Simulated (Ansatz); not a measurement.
# P on Ni(111): change of the work function

Wanted: Δφ(θ) for P/Ni(111), starting from the fcc site.

Main program and level: Ansatz 0.2.0; plane-wave DFT, PBE, Ansatz PAW.

This is a report of a sequence of runs, with the program logs left out and the cost of each run kept.

**1. The structure**

The cell holds 4 atoms: 4 Ni. Cell: a = 2.489 Å, b = 2.489 Å, c = 24.097 Å, α = 90.0°, β = 90.0°, γ = 60.0°. Vacuum lies along c.

Structure file:

```cif
data_structure
_symmetry_space_group_name_H-M 'P 1'
_symmetry_Int_Tables_number 1
_cell_length_a 2.4890
_cell_length_b 2.4890
_cell_length_c 24.0968
_cell_angle_alpha 90.000
_cell_angle_beta 90.000
_cell_angle_gamma 60.000
_cell_volume 129.28
loop_
_atom_site_label
_atom_site_type_symbol
_atom_site_fract_x
_atom_site_fract_y
_atom_site_fract_z
_atom_site_occupancy
Ni1 Ni 0.00000 0.00000 0.37349 1
Ni2 Ni 0.33333 0.33333 0.45783 1
Ni3 Ni 0.66667 0.66667 0.54217 1
Ni4 Ni 0.00000 0.00000 0.62651 1
```

**2. The clean slab**

The bare slab comes first, as the zero from which every change is counted. The two lowest layers are held at bulk places and the upper ones relax. The dipole correction removes the false field that a one-sided slab makes across the periodic vacuum, so each face gets a flat vacuum level of its own.

Input file input.yaml:

```yaml
crystal:
  lattice:
    - [2.4890158698, 0.0, 0.0]
    - [1.2445079349, 2.1555509736, 0.0]
    - [0.0, 0.0, 24.0968188426]
  atoms:
    - { symbol: Ni, position: [0.0, 0.0, 0.3734932839], spin: 0.7 }
    - { symbol: Ni, position: [0.3333333333, 0.3333333333, 0.4578310946], spin: 0.7 }
    - { symbol: Ni, position: [0.6666666667, 0.6666666667, 0.5421689054], spin: 0.7 }
    - { symbol: Ni, position: [0.0, 0.0, 0.6265067161], spin: 0.7 }
magnetization:
  spin_polarized: true
kpoints:
  mp_grid: { grid: [12, 12, 1] }
hamiltonian:
  xc: pbe
scf:
  occupations: { method: fermi_dirac, width: 0.1 }
  convergence: { dr2_threshold: 1.0e-08 }
efield:
  axis: 3
  dipole_correction: true
  ramp_position: 0.97
  ramp_width: 0.06
relax:
  f_tol: 0.02
  max_steps: 60
  constraints: [{ sites: [0, 1] }]
output:
  write_potential: true
  write_density: true
  volumetric_format: npy
```

Run with:

```console
$ ansatz run input.yaml --threads 4 --pin off --max-ram 16384MiB --backend cpu --events-out ev --progress --plain --runs-dir out
```

The job ended after 22 s (4 threads of Arm Neoverse V2, shared host; peak memory 0.53 GiB).

Relaxation path:

```tsv
step	energy less that of the first step (eV)	largest force component (eV/Å)
1	0.0000	0.1468
2	-0.0014	0.0868
3	-0.0021	0.0025
```

Forces are held to the 6 operations that the program found; a distortion that breaks them can't arise in this run.

The atoms that moved most (Å):

```tsv
atom	dx	dy	dz	length
Ni4	0.000	0.000	-0.034	0.034
Ni3	0.000	0.000	-0.007	0.007
```

The relaxed structure:

```xyz
4
Lattice="2.4890 0.0000 0.0000 1.2445 2.1556 0.0000 0.0000 0.0000 24.0968" Properties=species:S:1:pos:R:3
Ni    0.0000    0.0000    9.0000
Ni    1.2445    0.7185   11.0323
Ni    2.4890    1.4370   13.0578
Ni    0.0000    0.0000   15.0630
```

This step gave:

| Quantity | Value |
| --- | --- |
| energy at zero smearing | -23357.5774 eV |
| total moment | 2.660 μB |
| site moments | 0.6971, 0.7155, 0.7170, 0.7006 μB |
| work function, upper face | 5.072 eV |
| dipole along the normal | 3.01e-4 e·Å |

Running mean over 2.032 Å of the planar mean; the ramp of the sawtooth is left out. Table of electron's electrostatic potential energy less the Fermi level by z:

```tsv
z (Å)	electron's electrostatic potential energy less the Fermi level (eV)
3.0	5.08
3.5	5.08
4.0	5.08
4.5	5.08
5.0	5.08
5.5	5.07
6.0	5.03
6.5	4.90
7.0	4.40
7.5	2.24
8.0	-3.19
8.5	-8.38
9.0	-10.0
9.5	-10.3
10.0	-10.3
10.5	-10.4
11.0	-10.4
11.5	-10.4
12.0	-10.5
12.5	-10.5
13.0	-10.4
13.5	-10.5
14.0	-10.6
14.5	-10.5
15.0	-10.2
15.5	-8.78
16.0	-3.97
16.5	1.74
17.0	4.26
17.5	4.85
18.0	5.01
18.5	5.06
19.0	5.07
19.5	5.07
20.0	5.07
20.5	5.07
21.0	5.07
```

Site moment by atom:

```tsv
atom	site moment (μB)
Ni1	0.697
Ni2	0.715
Ni3	0.717
Ni4	0.701
```

The relaxation took 3 steps and lowered the energy by 0.0021 eV; the largest force on the free atoms ends at 0.0025 eV/Å.

The work function of the upper face is 5.07 eV.

**3. Adsorbate added, k-mesh 4×4×1, coverage 0.111 ML**

System of this step: Ni36P (P/Ni(111)). The cell holds 37 atoms: 36 Ni and 1 P. Its edges and angles: a = 7.467 Å, b = 7.467 Å, c = 25.959 Å, α = 90.0°, β = 90.0°, γ = 60.0°. Vacuum lies along c.

The clean slab as it ended is repeated in the plane and the adsorbate is set on one face; the cell's size fixes the coverage, and the k-mesh shrinks with it to keep the sampling density about even. Adsorbate and upper layers relax, since the dipole depends on the height.

Input file input.yaml:

```yaml
crystal:
  lattice:
    - [7.4670476093, 0.0, 0.0]
    - [3.7335238046, 6.4666529209, 0.0]
    - [0.0, 0.0, 25.9592788557]
  atoms:
    - { symbol: Ni, position: [0.0, 0.0, 0.346696842], spin: 0.7 }
    - { symbol: Ni, position: [0.1111111111, 0.1111111111, 0.4249837989], spin: 0.72 }
    - { symbol: Ni, position: [0.2222222222, 0.2222222222, 0.5030104016], spin: 0.72 }
    - { symbol: Ni, position: [0.0, 0.0, 0.5802536445], spin: 0.7 }
    - { symbol: Ni, position: [0.0, 0.3333333333, 0.346696842], spin: 0.7 }
    - { symbol: Ni, position: [0.1111111111, 0.4444444444, 0.4249837989], spin: 0.72 }
    - { symbol: Ni, position: [0.2222222222, 0.5555555556, 0.5030104016], spin: 0.72 }
    - { symbol: Ni, position: [0.0, 0.3333333333, 0.5802536445], spin: 0.7 }
[... 25 atom lines left out ...]
    - { symbol: Ni, position: [0.7777777778, 0.7777777778, 0.4249837989], spin: 0.72 }
    - { symbol: Ni, position: [0.8888888889, 0.8888888889, 0.5030104016], spin: 0.72 }
    - { symbol: Ni, position: [0.6666666667, 0.6666666667, 0.5802536445], spin: 0.7 }
    - { symbol: P, position: [0.1111111111, 0.1111111111, 0.653303158] }
magnetization:
  spin_polarized: true
kpoints:
  mp_grid: { grid: [4, 4, 1] }
hamiltonian:
  xc: pbe
scf:
  occupations: { method: fermi_dirac, width: 0.1 }
  convergence: { dr2_threshold: 1.0e-08 }
efield:
  axis: 3
  dipole_correction: true
  ramp_position: 0.97
  ramp_width: 0.06
relax:
  f_tol: 0.02
  max_steps: 60
  constraints:
    - { sites: [0, 1, 4, 5, 8, 9, 12, 13, 16, 17, 20, 21, 24, 25, 28, 29, 32, 33] }
output:
  write_potential: true
  write_density: true
  volumetric_format: npy
```

It took 21 min on 4 threads; peak memory 10 GiB.

Step by step:

```tsv
step	energy less that of the first step (eV)	largest force component (eV/Å)
1	0.0000	3.1991
2	-0.4393	1.9268
3	-0.6056	0.7838
4	-0.6278	0.0562
5	-0.6285	0.0136
```

Forces are held to the 6 operations that the program found; a distortion that breaks them can't arise in this run.

The atoms that moved most (Å):

```tsv
atom	dx	dy	dz	length
P37	0.000	0.000	-0.294	0.294
Ni16	0.033	-0.019	0.052	0.064
Ni4	-0.033	-0.019	0.052	0.064
Ni8	0.000	0.038	0.052	0.064
Ni32	-0.015	0.008	0.016	0.023
Ni24	0.000	-0.017	0.016	0.023
Ni20	0.015	0.008	0.016	0.023
Ni31	0.000	0.005	-0.010	0.011
```

Final coordinates:

```xyz
37
Lattice="7.4670 0.0000 0.0000 3.7335 6.4667 0.0000 0.0000 0.0000 25.9593" Properties=species:S:1:pos:R:3
Ni    0.0000    0.0000    9.0000
Ni    1.2445    0.7185   11.0323
Ni    2.4870    1.4359   13.0608
Ni   -0.0333   -0.0192   15.1148
Ni    1.2445    2.1556    9.0000
Ni    2.4890    2.8741   11.0323
Ni    3.7336    3.5925   13.0632
Ni    1.2445    2.1940   15.1148
Ni    2.4890    4.3111    9.0000
Ni    3.7335    5.0296   11.0323
Ni    4.9780    5.7505   13.0608
Ni    2.4844    4.3138   15.0530
Ni    2.4890    0.0000    9.0000
Ni    3.7335    0.7185   11.0323
Ni    4.9780    1.4371   13.0632
Ni    2.5223   -0.0192   15.1148
Ni    3.7335    2.1556    9.0000
Ni    4.9780    2.8741   11.0323
Ni    6.2225    3.5925   13.0632
Ni    3.7480    2.1639   15.0791
Ni    4.9780    4.3111    9.0000
Ni    6.2225    5.0296   11.0323
Ni    7.4712    5.7457   13.0475
Ni    4.9780    4.2943   15.0791
Ni    4.9780    0.0000    9.0000
Ni    6.2225    0.7185   11.0323
Ni    7.4691    1.4359   13.0608
Ni    4.9780   -0.0054   15.0530
Ni    6.2225    2.1556    9.0000
Ni    7.4670    2.8741   11.0323
Ni    8.7116    3.5974   13.0475
Ni    6.2080    2.1639   15.0791
Ni    7.4670    4.3111    9.0000
Ni    8.7116    5.0296   11.0323
Ni    9.9519    5.7457   13.0475
Ni    7.4717    4.3138   15.0530
P     1.2445    0.7185   16.6649
```

This step gave:

```yaml
energy_at_zero_smearing: -210975.3366 eV
total_moment: 22.50 μB
work_function_upper_face: 5.148 eV
work_function_lower_face: 5.076 eV
dipole_along_the_normal: -0.01927 e·Å
step_between_the_vacuum_levels: 0.07219 eV
```

Running mean over 2.032 Å of the planar mean; the ramp of the sawtooth is left out. Table of electron's electrostatic potential energy less the Fermi level by z:

z (Å), electron's electrostatic potential energy less the Fermi level (eV) and a bar from the least value:
```
      3.5        5.1 ##############################
      4.0        5.1 ##############################
      4.5        5.1 ##############################
      5.0        5.1 ##############################
      5.5        5.1 ##############################
      6.0        5.0 ##############################
      6.5        4.9 ##############################
      7.0        4.4 #############################
      7.5        2.3 ########################
      8.0       -3.2 ##############
      8.5       -8.4 ####
      9.0      -10.0 #
      9.5      -10.3 
     10.0      -10.3 
     10.5      -10.4 
     11.0      -10.4 
     11.5      -10.4 
     12.0      -10.5 
     12.5      -10.4 
     13.0      -10.4 
     13.5      -10.4 
     14.0      -10.4 
     14.5      -10.4 
     15.0      -10.3 
     15.5       -9.5 ##
     16.0       -5.5 ##########
     16.5       -0.1 ####################
     17.0        2.6 #########################
     17.5        3.7 ###########################
     18.0        4.6 #############################
     18.5        5.0 ##############################
     19.0        5.1 ##############################
     19.5        5.1 ##############################
     20.0        5.1 ##############################
     20.5        5.1 ##############################
     21.0        5.1 ##############################
     21.5        5.1 ##############################
     22.0        5.1 ##############################
     22.5        5.1 ##############################
```

Site moment by element, in μB:

```tsv
element	atoms	mean	spread (r.m.s.)	least	largest
Ni	36	0.664	0.113	0.295	0.743
P	1	-0.009	0.000	-0.009	-0.009
```

The atoms farthest from the mean of their element:

```tsv
atom	x, y, z (Å)	site moment (μB)
Ni8	1.24, 2.19, 15.11	0.295
Ni16	2.52, -0.02, 15.11	0.295
Ni4	-0.03, -0.02, 15.11	0.295
Ni2	1.24, 0.72, 11.03	0.743
Ni34	8.71, 5.03, 11.03	0.743
Ni18	4.98, 2.87, 11.03	0.722
Ni13	2.49, 0.00, 9.00	0.709
Ni5	1.24, 2.16, 9.00	0.709
```

The relaxation took 5 steps and lowered the energy by 0.63 eV; the largest force on the free atoms ends at 0.014 eV/Å.

The covered face has 5.15 eV, +0.08 eV against the clean one; the bare back face has moved by -0.01 eV, a measure of how thin the slab is.

(Part 1 of 2 ends here.)

[Long decimals in the printed logs are rounded to 6 places.]

[Logs are printed without paths, hosts, clocks, repeated set-up lines and the standing remarks that a program may print on its own settings, such as how far it seeks lower states.]

[Hosts, paths, dates, database ids (printed as entryN), source tags and the programs' standing remarks are cut or masked in the printed files.]

[Maps of the electrostatic potential energy from Ansatz leave out the sawtooth potential of an applied field or a dipole correction, so their vacuum need not be flat; planar profiles and work functions include it.]
